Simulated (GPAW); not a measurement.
# C K ELNES/XANES of rock-salt (TiC)₁₋ₓ(ZrC)ₓ at x = 0 from DFT, part 3 of 3

What does the C K edge look like in rock-salt (TiC)₁₋ₓ(ZrC)ₓ at x = 0?

GPAW 26.7.0; X-ray absorption from dipole matrix elements to empty bands, plane-wave PAW PBE.

So far. Step 4 (Spectrum with XCH, C atom 2): Main maxima below 24 eV (height): 3.0 eV (2.70), 6.4 eV (1.41) and 13.5 eV (1.89). A K edge sees empty p states; the first features are C p mixed into the empty d states of the Ti neighbours, and the broad ones above probably into the cations' higher empty bands. Step 4 (Spectrum with XCH, C atom 2): The total-energy difference is 288.00 eV.

## Step 6: Spectrum with XCH, Ti atom 1

The holes are 6.1 Å apart. The excited electron is kept in the cell, where it fills the lowest empty states and screens the hole. After the field has converged, empty bands are computed with the density fixed and the dipole matrix elements are summed.

The absorber has 6 C at 2.16 Å (octahedral).

xas.py

```python
import numpy as np
from ase import Atoms
from ase.parallel import parprint, paropen
from gpaw import GPAW, PW, FermiDirac, Mixer, MixerDif, setup_paths
from gpaw.test import gen
setup_paths.insert(0, '.')
gen('Ti', name='fch1s', xcname='PBE', corehole=(1, 0, 1), write_xml=True)
from gpaw.mpi import world
world.barrier()

atoms = Atoms('TiCTiCTiCTiCTiCTiCTiCTiC',
    cell=[[0, 4.328, 4.328],
     [4.328, 0, 4.328],
     [4.328, 4.328, 0]],
    scaled_positions=[[0, 0, 0],
     [0.75, 0.25, 0.25],
     [0, 0, 0.5],
     [0.75, 0.25, 0.75],
     [0, 0.5, 0],
     [0.75, 0.75, 0.25],
     [0, 0.5, 0.5],
     [0.75, 0.75, 0.75],
     [0.5, 0, 0],
     [0.25, 0.25, 0.25],
     [0.5, 0, 0.5],
     [0.25, 0.25, 0.75],
     [0.5, 0.5, 0],
     [0.25, 0.75, 0.25],
     [0.5, 0.5, 0.5],
     [0.25, 0.75, 0.75]],
    pbc=True)
atoms.calc = calc = GPAW(legacy_gpaw=True, mode=PW(500, force_complex_dtype=True), xc='PBE', setups={0: 'fch1s'},
    kpts={'size': (4, 4, 4), 'gamma': True}, occupations=FermiDirac(0.1),
    charge=-1, mixer=Mixer(0.1, 5, 50), maxiter=150,
    convergence={'density': 0.0001, 'eigenstates': 1e-6}, txt='scf.txt')
energy = atoms.get_potential_energy() + calc.get_reference_energy()
ef = calc.get_fermi_level()
out = dict(energy=energy, fermi=ef, forces=atoms.get_forces().tolist())
parprint(f'all-electron energy {energy:.4f} eV, Fermi level {ef:.4f} eV')
ev = np.array([[calc.get_eigenvalues(k, s) for k in range(len(calc.get_ibz_k_points()))] for s in range(calc.get_number_of_spins())])
out['homo'], out['lumo'], out['counts'] = ev[ev < ef].max(), ev[ev > ef].min(), sorted(set((ev < ef).sum((0, 2)).tolist()))
out['filled'] = (ev[:, 0] < ef).sum(1).tolist()

from ase.units import Ha
from gpaw.xas import dipole_matrix_elements
nb = int(calc.get_number_of_electrons() / 2) + 125
top, nb = nb, nb + 8 + nb // 12
nscf = calc.fixed_density(kpts={'size': (6, 6, 6), 'gamma': True}, nbands=nb,
    convergence={'bands': top, 'eigenstates': 5e-3}, maxiter=60, txt='nscf.txt')
cell = atoms.cell.array
ops = [cell.T @ U.T @ np.linalg.inv(cell.T) for U in nscf.wfs.kd.symmetry.op_scc]
E = np.arange(-6, 30, 0.1)
fwhm = np.interp(E, [4, 25], [0.94, 3.5])
Y, X, zero, highest = 0, 0, 1e9, 1e9
for spin in range(nscf.get_number_of_spins()):
    wfs = nscf.wfs
    mine = wfs.bd.get_slice()  # this rank's bands
    A = dipole_matrix_elements(wfs.setups[0])
    eps = np.zeros((wfs.kd.nibzkpts, nb))
    d = np.zeros((3, A.shape[1], wfs.kd.nibzkpts, nb), complex)
    for kpt in wfs.kpt_u:
        if kpt.s == spin and 0 in kpt.P_ani:
            eps[kpt.k, mine] = kpt.eps_n * Ha
            d[:, :, kpt.k, mine] = (kpt.weight * wfs.nspins / 2) ** 0.5 * np.inner(A, kpt.P_ani[0])
    world.sum(eps)
    world.sum(d)
    T = np.einsum('amkn,bmkn->abkn', d, d.conj()).real
    T = sum(np.einsum('ai,ijkn,bj->abkn', R, T, R) for R in ops) / len(ops)
    empty = eps > ef
    zero, highest = min(zero, eps[empty].min()), min(highest, eps[:, top - 1].min())
    lines = [(eps, T, empty)] if spin == 0 else lines + [(eps, T, empty)]
for eps, T, empty in lines:
    f = np.einsum('aakn->akn', T).reshape(3, -1)
    x = eps.ravel() - zero
    w = np.interp(x, E, fwhm) / 2.35482
    g = np.exp(-0.5 * ((E[:, None] - x) / w) ** 2) / (w * (2 * np.pi) ** 0.5)
    Y = Y + (f * empty.ravel()) @ g.T
    X = X + (f * ~empty.ravel()) @ g.T
out.update(E=E.round(2).tolist(), xas=Y.tolist(), xes=X.tolist(), zero=zero, valid=highest - zero, nk=len(eps), nb=nb)
for i in range(0, len(E), 10):
    parprint(f'{E[i]:7.2f}', *(f'{v:10.3e}' for v in Y[:, i]))
import json
with paropen('out.json', 'w') as f:
    json.dump(out, f)
```

Launch:

```console
OMP_NUM_THREADS=1 mpirun -n 4 gpaw python xas.py
```

Numbers of over 12 decimals in the logs are rounded to 6 here.

Output:

```text
Input parameters:
  charge: -1
  convergence: {density: 0.0001,
                eigenstates: 1e-06}
  kpts: {gamma: True,
         size: (4, 4, 4)}
  maxiter: 150
  mixer: {backend: pulay,
          beta: 0.1,
          method: separate,
          nmaxold: 5,
          weight: 50}
  mode: {ecut: 500.0,
         force_complex_dtype: True,
         name: pw}
  occupations: {fixmagmom: False,
[...]
*d    :     0.343888
--------------------------------

Diagonalizing with gridspacing h=0.050

state   all-electron     PAW
-------------------------------
3s:      -2.998602    -2.998884
3p:      -2.109826    -2.110472
3d:      -0.656112    -0.656704
*f:                   -0.028297
-------------------------------
all-electron energy -189169.7024 eV, Fermi level 10.3673 eV
[...]
28.00  5.546e-07  5.546e-07  5.546e-07
  29.00  6.130e-07  6.130e-07  6.130e-07
[key lines of the parts left out:]
Converged after 22 iterations.
Dipole moment: (0.000000, 0.000000, 0.000000) |e|*Ang
Free energy:   -152.216282
Fermi level: 10.36733
```

Run time: 1.8 min. Hardware: 4 MPI ranks of Arm Neoverse V1, shared host; peak memory 0.47 GiB; 7.1 min of CPU time.

The Ti K spectrum, Ti atom 1, excited-electron core hole (neutral cell) (energy from the lowest empty level; intensity scaled to a mean of 1 over the first 20 eV):

```
E (eV)  intensity
 -2.00       0.00
 -1.25       0.00
 -0.50       0.03
  0.25       0.18
  1.00       0.13
  1.75       0.13
  2.50       0.21
  3.25       0.40
  4.00       0.35
  4.75       0.34
  5.50       0.52
  6.25       0.52
  7.00       0.27
  7.75       0.09
  8.50       0.16
  9.25       0.36
 10.00       0.63
 10.75       0.94
 11.50       1.12
 12.25       1.17
 13.00       1.40
 13.75       1.80
 14.50       1.96
 15.25       1.89
 16.00       1.94
 16.75       2.17
 17.50       2.35
 18.25       2.28
 19.00       1.97
 19.75       1.64
 20.50       1.43
 21.25       1.29
 22.00       1.16
 22.75       1.03
 23.50       0.94
 24.25       0.88
 25.00       0.87
 25.75       0.91
 26.50       1.02
 27.25       1.21
 28.00       1.41
 28.75       1.54
 29.50       1.56
```

Main maxima below 29 eV (height): 0.4 eV (0.19), 3.5 eV (0.45), 5.9 eV (0.54), 14.5 eV (1.96) and 17.7 eV (2.36). A K edge sees empty p states. The weak features of the first eV are p character mixed into the empty d bands; the main 4p edge lies above them.

The total-energy difference is 4983.39 eV. One term is added: -22.82 eV, since the hole is spin-paired here and a spin-polarised one costs that much less in the free atom (computed apart). The photon energy is then 4960.57 eV. The tabulated edge of the element is 4966 eV. The functional leaves an error of a few eV in such absolute values.

## Step 7: Results

| Item | Value |
| --- | --- |
| absorber and edge | C K, atom 2 of the ground-state input (counted from 1) |
| surroundings | 6 Ti at 2.16 Å (octahedral) |
| highest intensity below 16 eV | 3.0 eV above the zero, height 2.70 |
| photon energy of the zero, with the added terms | 281.3 eV (raw 288.0 eV; uncertain by a few eV) |

**Reading.** The C K edge of atom 2, with 6 Ti at 2.16 Å (octahedral), has its highest intensity of the first 16 eV at 3.0 eV above the zero, near 284 eV in photon energy (uncertain by a few eV), 2.7 times the mean level of the first 20 eV (Gaussian full width 0.9 eV up to 4 eV, rising linearly to 3.5 eV at 25 eV). The holes are only 6.1 Å apart, so the shape is probably not converged with cell size; no larger cell was run here.

[Banner, clock and machine lines of the logs are left out without a mark of their own.]

[Logs are printed without paths, hosts, clocks, repeated set-up lines and the standing remarks that a program may print on its own settings, such as how far it seeks lower states.]

[Hosts, paths, dates, database ids (printed as entryN), source tags and the programs' standing remarks are cut or masked in the printed files.]

[Lists of maxima count a maximum above −3 eV only where it reaches 4 % of the highest in the window and stands out from its surroundings by 2 % of it (1.5 % where it reaches 55 %); shoulders and weaker maxima are passed over, and of the rest the first, up to two pre-edge ones and the few strongest are named.]
